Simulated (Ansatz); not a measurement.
## BeNi (Pm-3m): from the cell to its phonons

Aim: the vibrations of BeNi (Pm-3m), their spectra, and whether the structure is stable.

Program: Ansatz 0.2.0. Level of theory: DFT PBEsol, scalar-relativistic, plane waves, PAW; PAW set soft_1. Results are calculated unless marked as measured.

## 1. The structure

Symmetry: Pm-3m, No. 221, cubic system. Conventional cell: a = 2.587 Å, b = 2.587 Å, c = 2.587 Å, α = 90.00°, β = 90.00°, γ = 90.00°. Nearest to Be lie 8 Ni at 2.24 Å. Ni has 8 Be at 2.24 Å nearest. Farther neighbours are not listed.

As a file:

```cif
data_structure
_symmetry_space_group_name_H-M 'Pm-3m'
_symmetry_Int_Tables_number 221
_cell_length_a 2.5870
_cell_length_b 2.5870
_cell_length_c 2.5870
_cell_angle_alpha 90.000
_cell_angle_beta 90.000
_cell_angle_gamma 90.000
_cell_volume 17.31
loop_
_atom_site_label
_atom_site_type_symbol
_atom_site_symmetry_multiplicity
_atom_site_Wyckoff_symbol
_atom_site_fract_x
_atom_site_fract_y
_atom_site_fract_z
_atom_site_occupancy
Be1 Be 1 a 0.00000 0.00000 0.00000 1
Ni1 Ni 1 b 0.50000 0.50000 0.50000 1
```

## 2. Bringing the structure to rest

Harmonic phonons are second derivatives at a point where the forces vanish, and they are wanted at zero stress, so atoms and cell are relaxed first.

Input file input.yaml:

```yaml
crystal:
  lattice:
    - [2.58699959, 0.0, 0.0]
    - [0.0, 2.58699959, 0.0]
    - [0.0, 0.0, 2.58699959]
  atoms:
    - { symbol: Be, position: [0.0, 0.0, 0.0] }
    - { symbol: Ni, position: [0.5, 0.5, 0.5] }
kpoints:
  mp_grid: { grid: [16, 16, 16] }
hamiltonian:
  xc: pbesol
  pseudopotentials: { kind: paw, azcp: { folder: soft_1 }, xc_functional: pbe }
scf:
  occupations: { method: gaussian, width: 0.1 }
output:
  forces: true
  stress: true
  eigenvalues: true
relax:
  adjacent_minimum: "off"
  f_tol: 0.005
  max_steps: 80
  cell: { stress_tol: 0.05 }
```

On the command line:

```
> ansatz run input.yaml --threads 4 --pin off --max-ram 10240MiB --backend cpu --events-out ev --progress --plain --runs-dir out
```

Numbers of over 12 decimals in the logs are rounded to 6 here.

Log:

```text
Engine: ansatz 0.2.0, aarch64-unknown-linux-gnu
Pseudopotentials: kind: paw
Pseudopotential: Be, paw, valence charge 2, recommended cutoff 420 eV (normal), soft_1/Be.paw.azcp
Pseudopotential: Ni, paw, valence charge 18, recommended cutoff 420 eV (normal), soft_1/Ni.paw.azcp
Functional definition: PBEsol
  exchange = pbesol_x
  correlation = pbesol_c
Crystal: 2 atoms, lattice volume = 17.314 Å³
Basis set: ecut = 420 eV, 341 PW (Γ), exchange–correlation on 36×36×36 points (8 copies of the dense FFT grid, shifted against one another)
Bands: 14, of which v1, the nominal top of the filled ones, is band 10 counted from 1 (9 counted from 0)
Symmetry: 48 space group operations
Space group: Pm-3m (ITA 221), of the structure as read, at distance tolerance 2.6e-5 Å
k-points: 165 of 4096
Non-local potential: Be, projectors of the file, l = 0: 2, l = 1: 2, l = 2: 1
Non-local potential: Ni, projectors of the file, l = 0: 3, l = 1: 2, l = 2: 3, l = 3: 1
PAW form: soft (Blöchl's): semilocal exchange-correlation on the pseudo side does not see the compensation charge
PAW frozen core: Be, regenerated for the run's functional, and the local potential with it (the file was generated under x = pbe(κ = 0.804, μ = 0.219515), c = pbe(β = 0.066725))
PAW frozen core: Ni, regenerated for the run's functional, and the local potential with it (the file was generated under x = pbe(κ = 0.804, μ = 0.219515), c = pbe(β = 0.066725))
PAW one-centre angular grid: Be, 110 points (default); XC on 64 Gauss nodes
PAW one-centre angular grid: Ni, 590 points (default); XC on 64 Gauss nodes
Initial density: superposition of atomic densities (chi_scale 0.1, normalization cell, long waves kept (reshape's long-wave potential 0.00 eV rms))
Initial wavefunctions: pseudopotential atomic-orbital guess
Functional: x = pbesol(κ = 0.804, μ = 0.123457), c = pbesol(β = 0.046)
SCF iter   1: F=—  HF=-5896.360382 eV  |F-HF|=—  |Δ(HF+E_count)|=         —  Δρ=3.12e-2  dr2=8.00e-2  ethr=3.10e-3  ⟨swp⟩=4.4  Hψ=11294  notcnv=0
preconditioner: auto → none  [metal: Δε(μ)=0.016 eV  Ē_g=10.603 eV  σ=0.100 eV  W_gap=0.09  n_scr=6 (ndim 8)  ℏωp=30.9 eV  f_vac=0.000  D(μ)=0.96/eV (n_scr^D=6)  sad-step TF]
SCF iter   2: F=—  HF=-5896.323295 eV  |F-HF|=—  |Δ(HF+E_count)|=   3.71e-2  Δρ=1.51e-2  dr2=1.89e-2  ethr=4.00e-4  ⟨swp⟩=1.3  Hψ=3707  notcnv=0
SCF iter   3: F=—  HF=-5896.313983 eV  |F-HF|=—  |Δ(HF+E_count)|=   9.31e-3  Δρ=1.04e-3  dr2=4.38e-5  ethr=9.45e-5  ⟨swp⟩=2.2  Hψ=3444  notcnv=0  defer=2
SCF iter   4: F=—  HF=-5896.314104 eV  |F-HF|=—  |Δ(HF+E_count)|=   1.21e-4  Δρ=1.99e-4  dr2=6.17e-6  ethr=2.19e-7  ⟨swp⟩=2.0  Hψ=3949  notcnv=0  defer=2
SCF iter   5: F=—  HF=-5896.314076 eV  |F-HF|=—  |Δ(HF+E_count)|=   2.85e-5  Δρ=6.97e-5  dr2=4.08e-7  ethr=3.08e-8  ⟨swp⟩=1.9  Hψ=2791  notcnv=0  defer=2
SCF iter   6: F=-5896.314076 eV  HF=-5896.314076 eV  |F-HF|=3.98e-9  |Δ(HF+E_count)|=   3.81e-8  Δρ=7.39e-6  dr2=6.89e-9  ethr=5.00e-10  ⟨swp⟩=5.2  Hψ=9947  notcnv=0
SCF 1 converged in 6 iterations: F = -5896.314076 eV  dr2 = 6.89e-9
  greatest PAW one-centre occupation: 1.000 electrons in one spin orbital (limit 2), on the Ni atom at site 1 (counted from 0), in its partial waves of l = 1
relax step   1: F+E_penalty+E_count = -5896.31407562 eV  Δ(F+E_penalty+E_count) = +0.000e0 eV  max|allowed force component| = 2.498e-29 eV/Å  Δτ_max = 0.0000 Å  P = -0.885 GPa  Ω = 17.314 Å³  (6 SCF iters, dr2 threshold 1.00e-7 eV, accepted)
Crystal: 2 atoms, lattice volume = 17.277 Å³
Initial density: handed on by an earlier stage of this run
Initial wavefunctions: those handed on with the density
iter 1 solved again at ethr=4.03e-7 eV; its pass at ethr=3.10e-3 eV (dr2=8.05e-5 eV) is discarded
SCF iter   1: F=—  HF=-5896.314279 eV  |F-HF|=—  |Δ(HF+E_count)|=         —  Δρ=8.00e-4  dr2=8.04e-5  ethr=4.03e-7  ⟨swp⟩=2.1  Hψ=12872  notcnv=0
preconditioner: auto → none  [metal: Δε(μ)=0.001 eV  Ē_g=10.701 eV  σ=0.100 eV  W_gap=0.00  n_scr=6 (ndim 8)  ℏωp=30.9 eV  f_vac=0.000  D(μ)=0.99/eV (n_scr^D=6)]
SCF iter   2: F=—  HF=-5896.314242 eV  |F-HF|=—  |Δ(HF+E_count)|=   3.75e-5  Δρ=1.54e-4  dr2=3.80e-6  ethr=4.02e-7  ⟨swp⟩=1.0  Hψ=2311  notcnv=0
iter 3 did not close the SCF: its close was put off for the readings that it lacked (scf_convergence_deferred on its scf_iter line)
SCF iter   3: F=-5896.314241 eV  HF=-5896.314241 eV  |F-HF|=1.87e-8  |Δ(HF+E_count)|=   5.40e-7  Δρ=1.83e-5  dr2=3.63e-8  ethr=1.90e-8  ⟨swp⟩=1.1  Hψ=2362  notcnv=0
iter 4 did not close the SCF: its close was put off for the readings that it lacked (scf_convergence_deferred on its scf_iter line)
SCF iter   4: F=-5896.314241 eV  HF=-5896.314241 eV  |F-HF|=9.04e-10  |Δ(HF+E_count)|=   8.52e-9  Δρ=4.49e-6  dr2=4.24e-10  ethr=1.82e-10  ⟨swp⟩=2.2  Hψ=3529  notcnv=0
iter 5 did not close the SCF: its close was put off for the readings that it lacked (scf_convergence_deferred on its scf_iter line)
SCF iter   5: F=-5896.314241 eV  HF=-5896.314241 eV  |F-HF|=1.00e-11  |Δ(HF+E_count)|=  9.54e-10  Δρ=2.59e-7  dr2=1.12e-11  ethr=2.12e-12  ⟨swp⟩=2.4  Hψ=3363  notcnv=0
SCF iter   6: F=-5896.314241 eV  HF=-5896.314241 eV  |F-HF|=1.82e-12  |Δ(HF+E_count)|=  9.09e-13  Δρ=2.15e-8  dr2=5.72e-14  ethr=1.00e-12  ⟨swp⟩=1.0  Hψ=5292  notcnv=0
SCF 2 converged in 6 iterations: F = -5896.314241 eV  dr2 = 5.72e-14
relax step   2: F+E_penalty+E_count = -5896.31424140 eV  Δ(F+E_penalty+E_count) = -1.658e-4 eV  max|allowed force component| = 3.997e-29 eV/Å  Δτ_max = 0.0000 Å  P = -0.470 GPa  Ω = 17.277 Å³  energy of the carried Pulay correction = +1.001e-5 eV  (6 SCF iters, dr2 threshold 2.00e-7 eV, accepted)
Crystal: 2 atoms, lattice volume = 17.235 Å³
iter 1 solved again at ethr=5.01e-7 eV; its pass at ethr=3.10e-3 eV (dr2=1.00e-4 eV) is discarded
SCF iter   1: F=—  HF=-5896.314354 eV  |F-HF|=—  |Δ(HF+E_count)|=         —  Δρ=8.94e-4  dr2=1.00e-4  ethr=5.01e-7  ⟨swp⟩=2.1  Hψ=12854  notcnv=0
preconditioner: auto → none  [metal: Δε(μ)=0.004 eV  Ē_g=10.718 eV  σ=0.100 eV  W_gap=0.02  n_scr=6 (ndim 8)  ℏωp=31.0 eV  f_vac=0.000  D(μ)=0.98/eV (n_scr^D=6)]
SCF iter   2: F=—  HF=-5896.314314 eV  |F-HF|=—  |Δ(HF+E_count)|=   4.00e-5  Δρ=1.70e-4  dr2=4.62e-6  ethr=5.00e-7  ⟨swp⟩=1.0  Hψ=2311  notcnv=0
iter 3 did not close the SCF: its close was put off for the readings that it lacked (scf_convergence_deferred on its scf_iter line)
SCF iter   3: F=-5896.314313 eV  HF=-5896.314313 eV  |F-HF|=2.24e-8  |Δ(HF+E_count)|=   6.44e-7  Δρ=2.06e-5  dr2=4.47e-8  ethr=2.31e-8  ⟨swp⟩=1.1  Hψ=2378  notcnv=0
iter 4 did not close the SCF: its close was put off for the readings that it lacked (scf_convergence_deferred on its scf_iter line)
SCF iter   4: F=-5896.314313 eV  HF=-5896.314313 eV  |F-HF|=1.10e-9  |Δ(HF+E_count)|=   1.15e-8  Δρ=5.02e-6  dr2=5.56e-10  ethr=2.24e-10  ⟨swp⟩=2.2  Hψ=3539  notcnv=0
iter 5 did not close the SCF: its close was put off for the readings that it lacked (scf_convergence_deferred on its scf_iter line)
SCF iter   5: F=-5896.314313 eV  HF=-5896.314313 eV  |F-HF|=5.46e-12  |Δ(HF+E_count)|=   1.15e-9  Δρ=2.56e-7  dr2=9.98e-12  ethr=2.78e-12  ⟨swp⟩=2.3  Hψ=3338  notcnv=0
SCF iter   6: F=-5896.314313 eV  HF=-5896.314313 eV  |F-HF|=9.09e-13  |Δ(HF+E_count)|=  2.73e-12  Δρ=2.31e-8  dr2=6.93e-14  ethr=1.00e-12  ⟨swp⟩=1.0  Hψ=5294  notcnv=0
SCF 3 converged in 6 iterations: F = -5896.314313 eV  dr2 = 6.93e-14
relax step   3: F+E_penalty+E_count = -5896.31431316 eV  Δ(F+E_penalty+E_count) = -7.176e-5 eV  max|allowed force component| = 3.484e-30 eV/Å  Δτ_max = 0.0000 Å  P = +0.003 GPa  Ω = 17.235 Å³  energy of the carried Pulay correction = +2.128e-5 eV  (6 SCF iters, dr2 threshold 2.00e-7 eV, accepted)
Initial wavefunctions: pseudopotential atomic-orbital guess (no wavefunctions were taken with the density)
iter 1 solved again at ethr=3.44e-8 eV; its pass at ethr=3.10e-3 eV (dr2=6.89e-6 eV) is discarded
SCF iter   1: F=—  HF=-5896.314298 eV  |F-HF|=—  |Δ(HF+E_count)|=         —  Δρ=5.45e-6  dr2=1.28e-9  ethr=3.44e-8  ⟨swp⟩=3.1  Hψ=18058  notcnv=0
preconditioner: auto → none  [metal: Δε(μ)=0.001 eV  Ē_g=10.725 eV  σ=0.100 eV  W_gap=0.00  n_scr=6 (ndim 8)  ℏωp=31.0 eV  f_vac=0.000  D(μ)=0.99/eV (n_scr^D=6)]
SCF iter   2: F=—  HF=-5896.314289 eV  |F-HF|=—  |Δ(HF+E_count)|=   8.88e-6  Δρ=4.35e-6  dr2=1.83e-9  ethr=6.41e-12  ⟨swp⟩=2.7  Hψ=4606  notcnv=0
SCF iter   3: F=—  HF=-5896.314289 eV  |F-HF|=—  |Δ(HF+E_count)|=  1.27e-11  Δρ=7.15e-7  dr2=1.56e-11  ethr=6.41e-12  ⟨swp⟩=1.1  Hψ=2335  notcnv=0
iter 4 did not close the SCF: its close was put off for the readings that it lacked (scf_convergence_deferred on its scf_iter line)
SCF iter   4: F=-5896.314289 eV  HF=-5896.314289 eV  |F-HF|=5.46e-12  |Δ(HF+E_count)|=  1.91e-11  Δρ=2.00e-7  dr2=5.13e-12  ethr=1.00e-12  ⟨swp⟩=1.0  Hψ=2310  notcnv=0
iter 5 did not close the SCF: its close was put off for the readings that it lacked (scf_convergence_deferred on its scf_iter line)
SCF iter   5: F=-5896.314289 eV  HF=-5896.314289 eV  |F-HF|=1.82e-12  |Δ(HF+E_count)|=    0.00e0  Δρ=5.90e-8  dr2=4.29e-13  ethr=1.00e-12  ⟨swp⟩=1.0  Hψ=2310  notcnv=0
iter 6 did not close the SCF: its close was put off for the readings that it lacked (scf_convergence_deferred on its scf_iter line)
SCF iter   6: F=-5896.314289 eV  HF=-5896.314289 eV  |F-HF|=1.82e-12  |Δ(HF+E_count)|=  9.09e-13  Δρ=9.88e-9  dr2=1.34e-14  ethr=1.00e-12  ⟨swp⟩=1.0  Hψ=2310  notcnv=0
iter 7 did not close the SCF: its close was put off for the readings that it lacked (scf_convergence_deferred on its scf_iter line)
SCF iter   7: F=-5896.314289 eV  HF=-5896.314289 eV  |F-HF|=9.09e-13  |Δ(HF+E_count)|=  1.82e-12  Δρ=3.89e-10  dr2=2.83e-17  ethr=1.00e-12  ⟨swp⟩=1.0  Hψ=2310  notcnv=0
SCF iter   8: F=-5896.314289 eV  HF=-5896.314289 eV  |F-HF|=9.09e-13  |Δ(HF+E_count)|=    0.00e0  Δρ=2.62e-11  dr2=2.28e-20  ethr=1.00e-12  ⟨swp⟩=2.0  Hψ=6268  notcnv=0
SCF 4 converged in 8 iterations: F = -5896.314289 eV  dr2 = 2.28e-20
relax step   4: F+E_penalty+E_count = -5896.31428916 eV  Δ(F+E_penalty+E_count) = +2.400e-5 eV  max|allowed force component| = 5.251e-30 eV/Å  Δτ_max = 0.0000 Å  P = +0.003 GPa  Ω = 17.235 Å³  stress off target by 2.68e-3 GPa  SCF on the basis re-selected at this cell (its energy is not comparable with the rows above)  (8 SCF iters)
basis re-selected at this cell: Δ(F+E_penalty+E_count) = +2.400e-5 eV, ΔP = +0.000 GPa vs the last step (what re-selecting the basis moved, of the pressure what is left beyond the Pulay correction that the steps carried, after the strain that the cell walked since its last selection, with what the two solves' SCF thresholds leave and, on support functions, any second-order correction that the steps lacked; it is no m [...]
SCF converged after 8 iterations
Free energy (F): -5896.314289 eV
Harris-Foulkes:  -5896.314289 eV  (|F-HF|=9.09e-13)
Internal energy: -5896.309357 eV  (E = F + TS)
E sigma→0 (E₀):  -5896.311823 eV
Entropy (-TS):   -0.004932 eV (-2.466 meV/atom)
Fermi energy:    15.126600 eV
--- Per-component energies (eV) ---
  E_band       = -326.106759
  E_kinetic    = 364.693245
  E_local      = -3350.471524  (includes V_loc(G=0)·N_el)
  E_nonlocal   = -112.918446
  E_hartree    = 1769.057302
  E_xc         = -133.998019
  E_vxc        = -168.208919  (∫ρ·V_xc dr)
  E_paw        = -1678.003057  (= ΣΔE_a)
  E_vpaw       = -597.316668  (= ΣTr[D̂ρ^β])
  E_aug_tail   = 0.000949  (compensation charges beyond the density's cutoff)
  E_ewald      = -2754.876629
  E_core_change = 0.206821  (= ΣΔE_core)
  E_smearing   = -0.004932  (= −TS)
  E_closure    = 0.000000  (closes the sum)
  Σ components = -5896.314289   (vs F -5896.314289, Δ=0.00e0)
--- Forces (eV/Å), atoms counted from 1 ---
  atom   1  Be     0.00000000     0.00000000     0.00000000
  atom   2  Ni     0.00000000     0.00000000    -0.00000000
  max |Σ_I F_I| component: 1.05e-29 eV/Å
--- Stress (GPa, compression-positive) ---
        0.002685       0.000000      -0.000000
        0.000000       0.002685      -0.000000
       -0.000000      -0.000000       0.002685
  P = ⅓ Tr σ = 0.0027 GPa (0.027 kbar)
--- Band table (eV; the first three rows and the last of 165) ---
  k-point 0: bands = [... 6 lower, 11.4198, 13.7904, 13.7904, 13.7904, 22.0944, 22.0944, 22.0944, 29.4353]
  k-point 1: bands = [... 6 lower, 11.4358, 13.7415, 13.7415, 13.7937, 21.5904, 22.2223, 22.2223, 29.4529]
  k-point 2: bands = [... 6 lower, 11.4817, 13.6070, 13.6070, 13.8032, 20.4196, 22.5934, 22.5934, 29.5059]
  k-point 164: bands = [... 6 lower, 10.3719, 14.4216, 14.4216, 20.7846, 20.7846, 20.7846, 21.2983, 21.2983]
--- Relaxed structure (3 steps of the walk, 3 accepted, 1 SCFs on fresh bases) ---
  F+E_penalty+E_count = -5896.31428916 eV   max|allowed force component| = 5.251e-30 eV/Å   (the final SCF, on the basis selected at the relaxed cell)
  cell:  # Å, volume = 17.2354 Å³
    - [2.583096, 0, 0]
    - [0, 2.583096, 0]
    - [0, 0, 2.583096]
  atoms:
    - { symbol: Be, position: [0, 0, 0] }
    - { symbol: Ni, position: [0.5, 0.5, 0.5] }
```

The job ended after 2.8 s (4 threads of Arm Neoverse V2, shared host; peak memory 0.34 GiB; 9.5 s of CPU time).

This run has no spin polarisation, although Ni can carry a moment.

The steps of the relaxation:

```csv
step,energy less that of the first step (eV),largest force component (eV/Å),pressure (GPa),volume (Å³)
1,0.0000,0.0000,-0.89,17.31
2,-0.0002,0.0000,-0.47,17.28
3,-0.0002,0.0000,0.00,17.24
4*,-0.0002,0.0000,0.00,17.24
```

Relaxation steps marked * repeat the geometry before them on a plane-wave basis chosen anew for their cell, so energy and pressure can jump there.

The run keeps the 48 symmetry operations that it works with, so distortions that break them were not tested.

```csv
"conventional cell, symmetrised",before,after,change
a (Å),2.587,2.583,-0.2 %
b (Å),2.587,2.583,-0.2 %
c (Å),2.587,2.583,-0.2 %
volume (Å³/atom),8.66,8.62,-0.5 %
```

The relaxed structure:

```xyz
2
Lattice="2.5831 0.0000 0.0000 0.0000 2.5831 0.0000 0.0000 0.0000 2.5831" Properties=species:S:1:pos:R:3 pbc="T T T"
Be    0.0000    0.0000    0.0000
Ni    1.2915    1.2915    1.2915
```

Numbers from this step:

| Quantity | Value |
| --- | --- |
| pressure | 0.002685 GPa |
| volume per atom | 8.618 Å³ |
| gap on the k-mesh | 0 eV |

In this step the volume went from 8.66 to 8.62 Å³/atom.

## 3. Relaxing to small forces for the phonons

Phonons need a cell at rest on their own settings, so the relaxation is repeated with tight tolerances on forces and stress on the k mesh and occupations of the first response run.

input.yaml, the sections that differ from step 2:

```yaml
crystal:
  lattice:
    - [2.5830957582, 0.0, 0.0]
    - [0.0, 2.5830957582, 0.0]
    - [0.0, 0.0, 2.5830957582]
  atoms:
    - { symbol: Be, position: [0.0, 0.0, 0.0] }
    - { symbol: Ni, position: [0.5, 0.5, 0.5] }
scf:
  occupations: { method: methfessel_paxton, width: 0.2 }
relax:
  adjacent_minimum: "off"
  f_tol: 0.001
  max_steps: 60
  cell: { stress_tol: 0.01 }
# kpoints, hamiltonian, output: as in step 2
```

Log:

```text
[...]
Crystal: 2 atoms, lattice volume = 17.235 Å³
Basis set: ecut = 420 eV, 341 PW (Γ), exchange–correlation on 36×36×36 points (8 copies of the dense FFT grid, shifted against one another)
Bands: 14, of which v1, the nominal top of the filled ones, is band 10 counted from 1 (9 counted from 0)
Symmetry: 48 space group operations
[...]
k-points: 165 of 4096
[...]
k-point 164: bands = [... 6 lower, 10.3728, 14.4234, 14.4234, 20.7853, 20.7853, 20.7853, 21.2992, 21.2992]
--- Relaxed structure (2 steps of the walk, 2 accepted, 1 SCFs on fresh bases) ---
[...]
cell:  # Å, volume = 17.2350 Å³
    - [2.583075, 0, 0.0]
    - [0, 2.583075, 0.0]
    - [0.0, 0.0, 2.583075]
  atoms:
    - { symbol: Be, position: [0.0, 0.0, 0] }
    - { symbol: Ni, position: [0.5, 0.5, 0.5] }
[key lines of the parts left out:]
SCF converged after 8 iterations
Free energy (F): -5896.312109 eV
Fermi energy:    15.136185 eV
P = ⅓ Tr σ = -0.0041 GPa (-0.041 kbar)
```

Wall time 2.1 s (4 threads); peak memory 0.34 GiB; 7.1 s of CPU time.

Little changed from the start: no atom moved by 0.005 Å and no cell edge by 0.1 %.

This step gave:

| Property | Result |
| --- | --- |
| pressure | -0.004056 GPa |
| volume per atom | 8.617 Å³ |

The forces vanish by symmetry and the pressure is -0.004 GPa, within the tolerances set. The cell now holds 8.62 Å³/atom.

(Part 1 of 2 ends here.)

[Logs are printed without paths, hosts, clocks, repeated set-up lines and the standing remarks that a program may print on its own settings, such as how far it seeks lower states.]

[Hosts, paths, dates, database ids (printed as entryN), source tags and the programs' standing remarks are cut or masked in the printed files.]
